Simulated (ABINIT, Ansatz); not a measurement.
**A GW chain in ABINIT: Sr3SbN (Pm-3m)**

How does a plane-wave GW calculation on Sr3SbN (Pm-3m) run from the first input to the gap?

Method: LDA and many-body steps on it, plane waves, in ABINIT 10.8.3.

Report form: the programs' logs are mostly left out.

### Step 1. Starting point

The structure is cubic, space group Pm-3m (No. 221). The conventional cell has a = 5.195 Å, b = 5.195 Å, c = 5.195 Å, α = 90.00°, β = 90.00°, γ = 90.00°. Nearest to Sr lie 2 N at 2.60 Å. Nearest to Sb lie 12 Sr at 3.67 Å. Nearest to N lie 6 Sr at 2.60 Å. Farther neighbours and most contacts between anions are not listed.

The cell and positions are those that the Materials Project relaxed with its own functionals (PBE, PBE+U or r2SCAN), kept fixed. Spin-orbit coupling is left out unless a step names it.

### Step 2. Ground state

This step: ABINIT 10.8.3; DFT, LDA, plane waves, norm-conserving pseudopotentials.

The ground-state density comes first.

run.abi

```
acell 3*1.0 Angstrom
rprim 
  5.194965140000 0.000000000000 0.000000000000
  0.000000000000 5.194965140000 0.000000000000
  0.000000000000 0.000000000000 5.194965140000
ntypat 3
znucl 38 51 7
natom 5
typat 1 1 1 2 3
xred 
  0.000000000000 0.500000000000 0.500000000000
  0.500000000000 0.500000000000 0.000000000000
  0.500000000000 0.000000000000 0.500000000000
  0.000000000000 0.000000000000 0.000000000000
  0.500000000000 0.500000000000 0.500000000000
pp_dirpath "pseudos"
pseudos "Sr.upf, Sb.upf, N.upf"
ecut 40
ngkpt 4 4 4
nshiftk 1
shiftk 0 0 0
kptopt 1
chksymbreak 0
nband 35
occopt 1
tolvrs 1e-10
nstep 60
prtwf 0
optforces 0
optstress 0
indata_prefix "in"
outdata_prefix "out"
tmpdata_prefix "tmp"
```

Run with:

```console
$ OMP_NUM_THREADS=1 mpirun -n 4 abinit run.abi > log
```

It took 74 s on 4 MPI ranks of Arm Neoverse V1, shared host; peak memory 0.49 GiB; 4.9 min of CPU time.

Numbers from this step:

- total energy: -9963.9800 eV
- gap: 0.2503 eV
- k of the valence top: 0, 0, 0
- k of the conduction bottom: 0, 0, 0
- least direct gap: 0.2503 eV

The gap is direct, at Γ.

### Step 3. Bands along the symmetry lines

Levels along a band path, at the cheap level, show where the edges lie and whether the meshes to come will hold them.

run.abi

```
acell 3*1.0 Angstrom
rprim 
  5.194965140000 0.000000000000 0.000000000000
  0.000000000000 5.194965140000 0.000000000000
  0.000000000000 0.000000000000 5.194965140000
ntypat 3
znucl 38 51 7
natom 5
typat 1 1 1 2 3
xred 
  0.000000000000 0.500000000000 0.500000000000
  0.500000000000 0.500000000000 0.000000000000
  0.500000000000 0.000000000000 0.500000000000
  0.000000000000 0.000000000000 0.000000000000
  0.500000000000 0.500000000000 0.500000000000
pp_dirpath "pseudos"
pseudos "Sr.upf, Sb.upf, N.upf"
ecut 40
iscf -2
irdden 1
kptopt 0
nkpt 50
kpt 
  0.00000000 0.00000000 0.00000000
  0.00000000 0.06250000 0.00000000
  0.00000000 0.12500000 0.00000000
  0.00000000 0.18750000 0.00000000
  0.00000000 0.25000000 0.00000000
  0.00000000 0.31250000 0.00000000
  0.00000000 0.37500000 0.00000000
  0.00000000 0.43750000 0.00000000
  0.00000000 0.50000000 0.00000000
  0.06250000 0.50000000 0.00000000
  0.12500000 0.50000000 0.00000000
  0.18750000 0.50000000 0.00000000
  0.25000000 0.50000000 0.00000000
  0.31250000 0.50000000 0.00000000
  0.37500000 0.50000000 0.00000000
  0.43750000 0.50000000 0.00000000
  0.50000000 0.50000000 0.00000000
  0.43750000 0.43750000 0.00000000
  0.37500000 0.37500000 0.00000000
  0.31250000 0.31250000 0.00000000
  0.25000000 0.25000000 0.00000000
  0.18750000 0.18750000 0.00000000
  0.12500000 0.12500000 0.00000000
  0.06250000 0.06250000 0.00000000
  0.00000000 0.00000000 0.00000000
  0.06250000 0.06250000 0.06250000
  0.12500000 0.12500000 0.12500000
  0.18750000 0.18750000 0.18750000
  0.25000000 0.25000000 0.25000000
  0.31250000 0.31250000 0.31250000
  0.37500000 0.37500000 0.37500000
  0.43750000 0.43750000 0.43750000
  0.50000000 0.50000000 0.50000000
  0.43750000 0.50000000 0.43750000
  0.37500000 0.50000000 0.37500000
  0.31250000 0.50000000 0.31250000
  0.25000000 0.50000000 0.25000000
  0.18750000 0.50000000 0.18750000
  0.12500000 0.50000000 0.12500000
  0.06250000 0.50000000 0.06250000
  0.00000000 0.50000000 0.00000000
  0.50000000 0.50000000 0.50000000
  0.50000000 0.50000000 0.43750000
  0.50000000 0.50000000 0.37500000
  0.50000000 0.50000000 0.31250000
  0.50000000 0.50000000 0.25000000
  0.50000000 0.50000000 0.18750000
  0.50000000 0.50000000 0.12500000
  0.50000000 0.50000000 0.06250000
  0.50000000 0.50000000 0.00000000
istwfk *1
nband 36
nbdbuf 2
tolwfr 1e-08
nstep 40
prtwf 0
prtvol 0
indata_prefix "in"
outdata_prefix "out"
tmpdata_prefix "tmp"
```

Wall time 1.8 min (4 MPI ranks); peak memory 0.65 GiB.

This step gave:

```yaml
gap: 0.2503 eV
k_of_the_valence_top: 0, 0, 0
k_of_the_conduction_bottom: 0, 0, 0
least_direct_gap: 0.2503 eV
```

The gap is 0.250 eV, as in the run before at this level.

Electronic bands along the path, in eV, zero at the top of the highest filled band:

| point | band 26 | band 27 | band 28 | band 29 | band 30 | band 31 | band 32 | band 33 |
| --- | --- | --- | --- | --- | --- | --- | --- | --- |
| Γ | -0.92 | 0.00 | 0.00 | 0.00 | 0.25 | 0.25 | 0.88 | 1.31 |
| halfway | -1.08 | -1.06 | -0.40 | -0.40 | 0.73 | 1.02 | 1.55 | 2.37 |
| X | -1.25 | -1.25 | -0.60 | -0.60 | 1.49 | 1.92 | 1.95 | 2.89 |
| halfway | -1.38 | -1.35 | -1.19 | -0.75 | 1.98 | 2.37 | 2.82 | 2.88 |
| M | -1.51 | -1.47 | -1.47 | -0.87 | 2.03 | 2.86 | 2.86 | 2.98 |
| halfway | -1.24 | -1.18 | -0.87 | -0.61 | 1.23 | 1.95 | 2.09 | 2.18 |
| Γ | -0.92 | 0.00 | 0.00 | 0.00 | 0.25 | 0.25 | 0.88 | 1.31 |
| halfway | -1.86 | -1.16 | -1.10 | -1.10 | 1.84 | 1.84 | 2.35 | 2.95 |
| R | -2.39 | -1.53 | -1.53 | -1.53 | 1.83 | 1.83 | 1.83 | 3.24 |
| halfway | -1.55 | -1.45 | -1.43 | -1.24 | 2.39 | 2.45 | 2.49 | 2.61 |
| X | -1.25 | -1.25 | -0.60 | -0.60 | 1.49 | 1.92 | 1.95 | 2.89 |
| jump to R | -2.39 | -1.53 | -1.53 | -1.53 | 1.83 | 1.83 | 1.83 | 3.24 |
| halfway | -1.71 | -1.54 | -1.54 | -1.52 | 2.01 | 2.37 | 2.37 | 3.20 |
| M | -1.51 | -1.47 | -1.47 | -0.87 | 2.03 | 2.86 | 2.86 | 2.98 |

### Step 4. Empty states on the mesh, 2×2×2 mesh, 491 bands

The sums over transitions need many empty states on a uniform mesh; this step solves for them.

run.abi

```
acell 3*1.0 Angstrom
rprim 
  5.194965140000 0.000000000000 0.000000000000
  0.000000000000 5.194965140000 0.000000000000
  0.000000000000 0.000000000000 5.194965140000
ntypat 3
znucl 38 51 7
natom 5
typat 1 1 1 2 3
xred 
  0.000000000000 0.500000000000 0.500000000000
  0.500000000000 0.500000000000 0.000000000000
  0.500000000000 0.000000000000 0.500000000000
  0.000000000000 0.000000000000 0.000000000000
  0.500000000000 0.500000000000 0.500000000000
pp_dirpath "pseudos"
pseudos "Sr.upf, Sb.upf, N.upf"
ecut 40
ngkpt 2 2 2
nshiftk 1
shiftk 0 0 0
kptopt 1
chksymbreak 0
iscf -2
irdden 1
istwfk *1
nband 491
nbdbuf 44
tolwfr 1e-09
nstep 60
prtvol 0
indata_prefix "in"
outdata_prefix "out"
tmpdata_prefix "tmp"
```

It took 9 min on 4 MPI ranks; peak memory 0.94 GiB.

This step gave:

```
gap                                                           : 0.2503 eV
k of the valence top                                          : 0, 0, 0
k of the conduction bottom                                    : 0, 0, 0
least direct gap                                              : 0.2503 eV
k points computed                                             : 4
lowest point of the top converged band, above the valence top : 108.0654 eV
```

On this mesh the gap is 0.250 eV.

### Step 5. Screening, 2×2×2 mesh, 447 bands, screening to 217.7 eV

The RPA dielectric matrix is built and inverted for each q.

This step: RPA screening on LDA, plane waves, norm-conserving pseudopotentials.

run.abi, as its differences from that of step 4:

```diff
@@ -23,10 +23,11 @@
 chksymbreak 0
-iscf -2
-irdden 1
 istwfk *1
-nband 491
-nbdbuf 44
-tolwfr 1e-09
-nstep 60
-prtvol 0
+occopt 1
+irdwfk 1
+optdriver 3
+nband 447
+ecuteps 8
+inclvkb 2
+awtr 1
+symchi 1
 indata_prefix "in"
```

Elapsed: 5.9 min, on 4 MPI ranks; peak memory 4.1 GiB.

This step gave:

* ε∞ with local fields, on this mesh, along the program's q direction: 186.7
* the same without local fields: 215.3
* plasma frequency: 23.88 eV
* plane waves in the screening matrix: 1021

Local fields lower ε∞ by 13 %. The value itself is an artefact of the mesh, where one narrow direct gap carries too much weight.

### Step 6. Self-energy, 2×2×2 mesh, 447 bands, screening to 217.7 eV

The self-energy is evaluated for the states that the input lists, and the levels follow from it, in one-shot runs by the linearised quasiparticle equation.

This step: G0W0 on LDA, plane waves, norm-conserving pseudopotentials.

run.abi, as its differences from that of step 5:

```diff
@@ -26,8 +26,15 @@
 irdwfk 1
-optdriver 3
+optdriver 4
 nband 447
+gwcalctyp 0
+ecutsigx 40
+symsigma 1
+nkptgw 1
+kptgw 
+  0.0000000000 0.0000000000 0.0000000000
+bdgw 
+  27 31
 ecuteps 8
-inclvkb 2
-awtr 1
-symchi 1
+irdscr 1
+ppmodel 1
 indata_prefix "in"
```

Wall time 2 min (4 MPI ranks); peak memory 4.5 GiB; 7.9 min of CPU time.

Numbers from this step:

| Property | Result |
| --- | --- |
| G0W0 gap on the points computed | 0.5940 eV |
| starting gap on the mesh | 0.2503 eV |
| k of the valence top | 0, 0, 0 |
| k of the conduction bottom | 0, 0, 0 |
| Z at the valence top | 0.744 |
| Z at the conduction bottom | 0.803 |
| least direct G0W0 gap on the computed points | 0.5940 eV |

The gap on the mesh goes from 0.25 eV to 0.59 eV, a correction of +0.34 eV.

Limits: finite bands, cutoff and mesh; model gap, bands may invert with spin-orbit coupling; no spin-orbit coupling; coarse k mesh. v1 is the top filled band, c1 the lowest empty one. Levels before and after the correction, in eV, zero at the valence-band top of each column:

|  | conduction bottom | valence top |
| --- | --- | --- |
| Kohn-Sham | 0.25 | 0.00 |
| G0W0 | 0.59 | 0.00 |

|  | level | energy (eV) |
| --- | --- | --- |
| Kohn-Sham | Γ v3-v1 | 0.000 |
| Kohn-Sham | Γ c1-c2 | 0.250 |
| G0W0 | Γ v3-v1 | 0.000 |
| G0W0 | Γ c1-c2 | 0.594 |

### Step 7. Where the time went

Times are wall times on 4 MPI ranks of Arm Neoverse V1, shared host, good to a factor of about two.

| step | time | share | memory (GiB) |
| --- | --- | --- | --- |
| ground state | 74 s | 6 % | 0.49 |
| bands along the symmetry lines | 1.8 min | 9 % | 0.65 |
| empty states on the mesh | 9 min | 45 % | 0.94 |
| screening | 5.9 min | 30 % | 4.1 |
| self-energy | 2 min | 10 % | 4.5 |

### Step 8. Results

```
LDA gap              : 0.25 eV, direct
G0W0 gap on the mesh : 0.59 eV
GW settings          : 2×2×2 mesh, 447 bands, screening to 217.7 eV, Godby-Needs plasmon pole
known limits         : not at the basis limit; model gap, bands may invert with spin-orbit coupling; screening runs away on this mesh; no spin-orbit coupling; coarse k mesh
```

**Reading.** G0W0 moves the gap on the mesh from 0.25 eV to 0.59 eV (+0.34 eV), with Z of 0.74 and 0.80 at the edges. Local fields lower the RPA ε∞ on this mesh from 215.30 to 186.73; a Γ-centred mesh this coarse tends to raise both, most where the direct gap is narrow, while a short band sum lowers them. Only 1 of the mesh's irreducible points was corrected, so a valley elsewhere could overtake. The dearest step here is «empty states on the mesh». Bands and cutoff are finite, so the gap is not at the basis limit. The miss can reach some tenths of an eV and take either sign; the mesh is an error of its own. In the G0W0 run levels were corrected at 1 k point alone, so a gap called «on the mesh» is the least over those, and an edge elsewhere would be missed. The 2×2×2 mesh is coarse for this cell, which bears on the long-range parts of exchange and screening. With atoms this heavy and so narrow a gap, spin-orbit coupling can invert the bands. These scalar-relativistic gaps are then model values, not to be set against experiment, and a spin-orbit change taken from DFT can't simply be added. On this mesh the RPA ε∞ passes 90, more than nearly any semiconductor shows; a coarse mesh does this where one point with a narrow direct gap carries much weight. The screening is then too strong, and the G0W0 gap should not be taken as the material's.

[Paths, hosts, dates, memory and timing lines, banners, echoed tables and standing remarks are left out of the program output.]

[Logs are printed without paths, hosts, clocks, repeated set-up lines and the standing remarks that a program may print on its own settings, such as how far it seeks lower states.]

[Runs of the session that timed out or met a known fault of the program may be left out.]

[Hosts, paths, dates, database ids (printed as entryN), source tags and the programs' standing remarks are cut or masked in the printed files.]

[G0W0 gaps are taken among the corrected bands and points alone; a level outside them can change the order at an edge.]

[Where Ansatz stands beside ABINIT at settings called matched, ABINIT's density can come from a denser mesh and the files from another edition; pairs whose starting gaps differed by over 0.03 eV were left out, so agreement reads better than it is.]
